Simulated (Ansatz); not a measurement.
# How Cu(100) screens a field

Where does the screening charge of Cu(100) sit?

Calculated with Ansatz 0.2.0; plane-wave DFT, r2SCAN, Ansatz PAW.

Report form: inputs, costs, results and the conclusion, without the logs.

## Step 1: The system as given

The cell holds 5 atoms: 5 Cu. Its edges and angles: a = 2.553 Å, b = 2.553 Å, c = 25.220 Å, α = 90.0°, β = 90.0°, γ = 90.0°. Vacuum lies along c.

## Step 2: Single point, field 0

A sawtooth potential applies the field, turning back in the middle of the vacuum. With the dipole correction the typed value is the field outside the slab. The induced dipole is small, so the SCF threshold is tight.

Contents of input.yaml:

```yaml
crystal:
  lattice:
    - [2.5526554801, 0.0, 0.0]
    - [0.0, 2.5526554801, 0.0]
    - [0.0, 0.0, 25.22]
  atoms:
    - { symbol: Cu, position: [0.0, 0.0, 0.3568596352] }
    - { symbol: Cu, position: [0.5, 0.5, 0.4284298176] }
    - { symbol: Cu, position: [0.0, 0.0, 0.5] }
    - { symbol: Cu, position: [0.5, 0.5, 0.5715701824] }
    - { symbol: Cu, position: [0.0, 0.0, 0.6431403648] }
kpoints:
  mp_grid: { grid: [20, 20, 1] }
hamiltonian:
  xc: r2scan
scf:
  occupations: { method: fermi_dirac, width: 0.1 }
  convergence: { dr2_threshold: 1.0e-10 }
efield:
  axis: 3
  dipole_correction: true
  ramp_position: 0.97
  ramp_width: 0.06
  amplitude: 0
output:
  forces: true
  write_potential: true
  write_density: true
  volumetric_format: npy
```

Run with:

```
ansatz run input.yaml --threads 4 --pin off --max-ram 6144MiB --backend cpu --events-out ev --progress --plain --runs-dir out
```

It took 1.8 min on 4 threads of Arm Neoverse N1, shared host; peak memory 1.1 GiB; 7.3 min of CPU time.

This step gave:

```yaml
energy_at_zero_smearing: -33154.7224 eV
work_function_upper_face: 4.514 eV
dipole_along_the_normal: -7.36e-8 e·Å
```

Running mean over 1.805 Å of the planar mean; the ramp of the sawtooth is left out. Electron's electrostatic potential energy less the Fermi level against z:

| z (Å) | electron's electrostatic potential energy less the Fermi level (eV) |
| --- | --- |
| 3.5 | 4.51 |
| 4.0 | 4.51 |
| 4.5 | 4.51 |
| 5.0 | 4.51 |
| 5.5 | 4.50 |
| 6.0 | 4.48 |
| 6.5 | 4.39 |
| 7.0 | 4.05 |
| 7.5 | 2.69 |
| 8.0 | -1.38 |
| 8.5 | -6.04 |
| 9.0 | -8.11 |
| 9.5 | -8.43 |
| 10.0 | -8.53 |
| 10.5 | -8.61 |
| 11.0 | -8.65 |
| 11.5 | -8.63 |
| 12.0 | -8.61 |
| 12.5 | -8.60 |
| 13.0 | -8.60 |
| 13.5 | -8.62 |
| 14.0 | -8.64 |
| 14.5 | -8.64 |
| 15.0 | -8.57 |
| 15.5 | -8.48 |
| 16.0 | -8.32 |
| 16.5 | -7.34 |
| 17.0 | -3.58 |
| 17.5 | 1.20 |
| 18.0 | 3.70 |
| 18.5 | 4.29 |
| 19.0 | 4.45 |
| 19.5 | 4.50 |
| 20.0 | 4.51 |
| 20.5 | 4.51 |
| 21.0 | 4.51 |
| 21.5 | 4.51 |
| 22.0 | 4.51 |

Force by atom:

| atom | x (eV/Å) | y (eV/Å) | z (eV/Å) | size |
| --- | --- | --- | --- | --- |
| Cu1 | 0.000 | 0.000 | 0.399 | 0.399 |
| Cu2 | 0.000 | 0.000 | -0.249 | 0.249 |
| Cu3 | 0.000 | 0.000 | 0.000 | 0.000 |
| Cu4 | 0.000 | 0.000 | 0.249 | 0.249 |
| Cu5 | 0.000 | 0.000 | -0.399 | 0.399 |

The work function of the upper face is 4.51 eV.

## Step 3: Atoms held, field 0.05 V/Å

Edit input.yaml of step 2 so:

```diff
@@ -23,3 +23,3 @@
   ramp_width: 0.06
-  amplitude: 0
+  amplitude: 0.05
 output:
```

Wall time 1.9 min (4 threads); peak memory 1.1 GiB; 7.6 min of CPU time.

The dipole is 0.0186 e·Å.

## Step 4: Atoms held, field -0.05 V/Å

Edit input.yaml of step 3 so:

```diff
@@ -23,3 +23,3 @@
   ramp_width: 0.06
-  amplitude: 0.05
+  amplitude: -0.05
 output:
```

Run time: 1.9 min. Hardware: 4 threads; peak memory 1.1 GiB.

The dipole is -0.0186 e·Å.

## Step 5: Atoms held, field 0.1 V/Å

Edit input.yaml of step 4 so:

```diff
@@ -23,3 +23,3 @@
   ramp_width: 0.06
-  amplitude: -0.05
+  amplitude: 0.1
 output:
```

Run time: 2 min. Hardware: 4 threads; peak memory 1.1 GiB.

The dipole is 0.0372 e·Å.

## Step 6: Atoms held, field -0.1 V/Å

Edit input.yaml of step 5 so:

```diff
@@ -23,3 +23,3 @@
   ramp_width: 0.06
-  amplitude: 0.1
+  amplitude: -0.1
 output:
```

The job ended after 2 min (4 threads; peak memory 1.1 GiB).

The dipole is -0.0372 e·Å.

## Step 7: Atoms held, field 0.2 V/Å

Edit input.yaml of step 6 so:

```diff
@@ -23,3 +23,3 @@
   ramp_width: 0.06
-  amplitude: -0.1
+  amplitude: 0.2
 output:
```

The job ended after 2 min (4 threads; peak memory 1.1 GiB; 8.1 min of CPU time).

The dipole is 0.0744 e·Å.

## Step 8: Single point, field -0.2 V/Å

Edit input.yaml of step 7 so:

```diff
@@ -23,3 +23,3 @@
   ramp_width: 0.06
-  amplitude: 0.2
+  amplitude: -0.2
 output:
```

Run time: 2 min. Hardware: 4 threads; peak memory 1.1 GiB; 8.1 min of CPU time.

The dipole is -0.0744 e·Å.

## Step 9: Atoms held, field 0.4 V/Å

Edit input.yaml of step 8 so:

```diff
@@ -23,3 +23,3 @@
   ramp_width: 0.06
-  amplitude: -0.2
+  amplitude: 0.4
 output:
@@ -29 +29,2 @@
   volumetric_format: npy
+  elf: true
```

Run time: 2.1 min. Hardware: 4 threads; peak memory 1.1 GiB.

Running mean over 1.805 Å of the planar mean, with the applied field; the ramp of the sawtooth is left out. Electron's electrostatic potential energy less the Fermi level against z:

| z (Å) | electron's electrostatic potential energy less the Fermi level (eV) |
| --- | --- |
| 3.5 | 2.96 |
| 4.0 | 3.16 |
| 4.5 | 3.36 |
| 5.0 | 3.55 |
| 5.5 | 3.74 |
| 6.0 | 3.91 |
| 6.5 | 4.00 |
| 7.0 | 3.82 |
| 7.5 | 2.59 |
| 8.0 | -1.42 |
| 8.5 | -6.04 |
| 9.0 | -8.10 |
| 9.5 | -8.43 |
| 10.0 | -8.53 |
| 10.5 | -8.62 |
| 11.0 | -8.65 |
| 11.5 | -8.63 |
| 12.0 | -8.61 |
| 12.5 | -8.60 |
| 13.0 | -8.60 |
| 13.5 | -8.62 |
| 14.0 | -8.64 |
| 14.5 | -8.64 |
| 15.0 | -8.56 |
| 15.5 | -8.47 |
| 16.0 | -8.32 |
| 16.5 | -7.34 |
| 17.0 | -3.56 |
| 17.5 | 1.28 |
| 18.0 | 3.89 |
| 18.5 | 4.63 |
| 19.0 | 4.97 |
| 19.5 | 5.21 |
| 20.0 | 5.42 |
| 20.5 | 5.62 |
| 21.0 | 5.82 |
| 21.5 | 6.02 |
| 22.0 | 6.22 |

The dipole is 0.149 e·Å.

## Step 10: The response

This step: plane-wave DFT, r2SCAN, Ansatz PAW; screening of a field by a metal slab (Ansatz 0.2.0).

The dipoles give the slope, and the difference of two potentials shows where the field is screened.

This step gave:

```
equivalent conductor thickness p/(ε₀AE)      : 10.33 Å
distance between the outer atoms             : 7.220 Å
image plane, upper face                      : 1.600 Å
induced electrons on the upper face over ε₀E : -0.9914
image plane, lower face                      : 1.600 Å
induced electrons on the lower face over ε₀E : 0.9914
```

The dipole of the cell by applied field:

| applied field (V/Å) | dipole of the cell (e·Å) |
| --- | --- |
| -0.200 | -0.0744 |
| -0.100 | -0.0372 |
| -0.050 | -0.0186 |
| 0.000 | 0 |
| 0.050 | 0.0186 |
| 0.100 | 0.0372 |
| 0.200 | 0.0744 |
| 0.400 | 0.149 |

Local field over the applied field, running mean. From the potentials at -0.05 and 0.05 V/Å; running mean over 1.805 Å. The local field over applied field by z:

| z (Å) | local field over applied field |
| --- | --- |
| 5 | 0.993 |
| 6 | 0.948 |
| 7 | 0.738 |
| 8 | 0.271 |
| 9 | -0.0130 |
| 10 | 1.9e-4 |
| 11 | 0.00320 |
| 12 | 0.00363 |
| 13 | 0.00503 |
| 14 | 0.00148 |
| 15 | 0.00452 |
| 16 | -0.0224 |
| 17 | 0.179 |
| 18 | 0.650 |
| 19 | 0.924 |
| 20 | 0.988 |
| 21 | 0.999 |

Electrons, planar mean, per unit field. Induced electron density against z:

| z (Å) | induced electron density (e/Å³ per V/Å) |
| --- | --- |
| 4.5 | 1.8e-5 |
| 5.0 | 5.1e-5 |
| 5.5 | 1.4e-4 |
| 6.0 | 3.6e-4 |
| 6.5 | 8.6e-4 |
| 7.0 | 0.00183 |
| 7.5 | 0.00321 |
| 8.0 | 0.00398 |
| 8.5 | 0.00136 |
| 9.0 | -2.8e-4 |
| 9.5 | -5.1e-4 |
| 10.0 | -1.3e-4 |
| 10.5 | 2.1e-4 |
| 11.0 | 3.5e-5 |
| 11.5 | -6.5e-6 |
| 12.0 | -1.3e-4 |
| 12.5 | 8.4e-6 |
| 13.0 | 4.8e-5 |
| 13.5 | 1.1e-4 |
| 14.0 | -1.7e-5 |
| 14.5 | -1.5e-4 |
| 15.0 | -1.7e-4 |
| 15.5 | 4.8e-4 |
| 16.0 | 3.3e-4 |
| 16.5 | 7.7e-5 |
| 17.0 | -0.00336 |
| 17.5 | -0.00375 |
| 18.0 | -0.00241 |
| 18.5 | -0.00122 |
| 19.0 | -5.4e-4 |
| 19.5 | -2.1e-4 |
| 20.0 | -8.0e-5 |
| 20.5 | -2.9e-5 |
| 21.0 | -1.0e-5 |

By hand: between -0.05 and 0.05 V/Å the dipole changes by 0.03719 e·Å, a slope of 0.3719 e·Å²/V. A perfect conductor of thickness t has p = ε₀AEt, so t = 180.95 × 0.3719 / 6.516 = 10.33 Å (e/ε₀ = 180.95 V·Å, A in Å²). Less the 7.22 Å between the outer atoms, and halved, that puts each image plane 1.55 Å out.

The induced dipole is that of a conductor 10.33 Å thick.

## Step 11: The same run with other settings

This step: plane-wave DFT, r2SCAN, Ansatz PAW (Ansatz 0.2.0).

A run with a changed input: it repeats the earlier run at 0.05 V/Å with scf.occupations.width from 0.1 removed and scf.occupations.method from fermi_dirac to tetrahedron.

Edit input.yaml of step 9 so:

```diff
@@ -16,3 +16,3 @@
 scf:
-  occupations: { method: fermi_dirac, width: 0.1 }
+  occupations: { method: tetrahedron }
   convergence: { dr2_threshold: 1.0e-10 }
@@ -23,3 +23,3 @@
   ramp_width: 0.06
-  amplitude: 0.4
+  amplitude: 0.05
 output:
@@ -29,2 +29 @@
   volumetric_format: npy
-  elf: true
```

It took 1.8 min on 4 threads; peak memory 1.1 GiB; 7.1 min of CPU time.

Numbers from this step:

```
dipole along the normal : 0.01858 e·Å
```

Force by atom:

| atom | x (eV/Å) | y (eV/Å) | z (eV/Å) | size |
| --- | --- | --- | --- | --- |
| Cu1 | 0.000 | 0.000 | 0.406 | 0.406 |
| Cu2 | 0.000 | 0.000 | -0.244 | 0.244 |
| Cu3 | 0.000 | 0.000 | -0.001 | 0.001 |
| Cu4 | 0.000 | 0.000 | 0.246 | 0.246 |
| Cu5 | 0.000 | 0.000 | -0.407 | 0.407 |

| quantity | this run | earlier run | difference |
| --- | --- | --- | --- |
| dipole along the normal (e·Å) | 0.01858 | 0.01860 | -1.8e-5 |

The dipole moves by under 0.5 % or 5e-5 e·Å. The run took 23 SCF cycles against 19.

## Step 12: A changed input

Another changed input: it repeats the earlier run at 0.05 V/Å with efield.dipole_correction from true to false and efield.amplitude from 0.05 to 0.02.

Edit input.yaml of step 11 so:

```diff
@@ -16,3 +16,3 @@
 scf:
-  occupations: { method: tetrahedron }
+  occupations: { method: fermi_dirac, width: 0.1 }
   convergence: { dr2_threshold: 1.0e-10 }
@@ -20,6 +20,6 @@
   axis: 3
-  dipole_correction: true
+  dipole_correction: false
   ramp_position: 0.97
   ramp_width: 0.06
-  amplitude: 0.05
+  amplitude: 0.02
 output:
```

It took 1.9 min on 4 threads; peak memory 1.1 GiB; 7.5 min of CPU time.

| quantity | this run | earlier run | difference |
| --- | --- | --- | --- |
| dipole along the normal (e·Å) | 0.01260 | 0.01860 | -0.0060 |

The applied field differs, and the slope found earlier predicts a dipole of 0.00744 e·Å; this run gives 0.0126 e·Å, 0.0052 e·Å more.

With the dipole correction off, the periodic images add a field of their own to the typed one.

These numbers are not those of the isolated slab.

## Step 13: Summary of results

```json
{
  "work function": "4.51 eV",
  "image plane, upper face": "1.60 Å",
  "induced electrons on the upper face over ε₀E": "-0.991",
  "equivalent conductor thickness p/(ε₀AE)": "10.3 Å"
}
```

The induced charge has its centre 1.60 Å outside the outermost atoms; this is the plane from which a capacitor's gap or an image potential counts. The equivalent conductor thickness exceeds the distance between the outer atoms by 3.11 Å, about the sum of the two image-plane distances. The atoms are held at bulk positions with the tabulated experimental lattice constant.

[Long decimals in the printed logs are rounded to 6 places.]

[Logs are printed without paths, hosts, clocks, repeated set-up lines and the standing remarks that a program may print on its own settings, such as how far it seeks lower states.]

[Hosts, paths, dates, database ids (printed as entryN), source tags and the programs' standing remarks are cut or masked in the printed files.]

[Maps of the electrostatic potential energy from Ansatz leave out the sawtooth potential of an applied field or a dipole correction, so their vacuum need not be flat; planar profiles and work functions include it.]
